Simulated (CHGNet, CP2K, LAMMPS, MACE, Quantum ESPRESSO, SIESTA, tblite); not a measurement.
# Bulk modulus two ways: amorphous SnO2 (108 atoms), CHGNet 0.3.0

The cell holds 108 atoms (36 Sn and 72 O). Recipe: 108 atoms (36 Sn, 72 O) placed at random at 6.03 g/cm³, melted at 5000 K for 10 ps at fixed volume with the Morse and Coulomb pair potential with partial charges (Pedone, Malavasi, Menziani, Cormack and Segre, J. Phys. Chem. B 110, 11780 (2006)). Quenched from 5000 K to 300 K at 50 K/ps and fixed volume, held 10 ps at zero pressure, then minimised at fixed cell. Then the atoms were relaxed with MACE MPA-0 medium in the fixed cell.

Calculated with CHGNet 0.3.0: CHGNet 0.3.0, trained on PBE(+U) plane-wave data, no dispersion term. The cell is scaled evenly by ±3 % in volume, and MACE MPA-0 medium relaxes the atoms at each volume before the single point.

| volume (Å³/atom) | energy less the middle row's (meV/atom) | pressure (GPa) |
| --- | --- | --- |
| 13.071 | 5.147 | 4.499 |
| 13.475 | 0.000 | 1.337 |
| 13.880 | 1.547 | -1.201 |

Task: Find the bulk modulus at the middle volume from the pressures and from the energies, and check the printed pressure against the slope of the energy (1 meV/Å³ = 0.16022 GPa).

**Working.**

The step is h = 0.4043 Å³. From pressures: B = −V dP/dV = 13.475 × (4.499 − (-1.201)) / (2 × 0.4043) = 95 GPa.

From energies: B = V d²E/dV² = 13.475 × (5.147 + (1.547)) / 0.4043² = 551.9 meV/Å³ = 88.4 GPa.

Slope: P = −dE/dV = −(1.547 − (5.147)) / (2 × 0.4043) = 4.45 meV/Å³ = 0.71 GPa, against 1.34 GPa printed.

The two moduli agree within 7 %.

A central difference over ±3 % overstates P by about B(1 + B′)(0.03)²/6, some 0.07 GPa for B′ = 4, which is small against the gap found. The atoms follow MACE MPA-0 medium, so this level's forces do work along the path, which enters the energies but not the printed pressures.

Limits: three points, a static cell at zero temperature, the cell shape held; the modulus is that at 1.3 GPa, not at zero pressure.

[Hosts, paths, dates, database ids (printed as entryN), source tags and the programs' standing remarks are cut or masked in the printed files.]
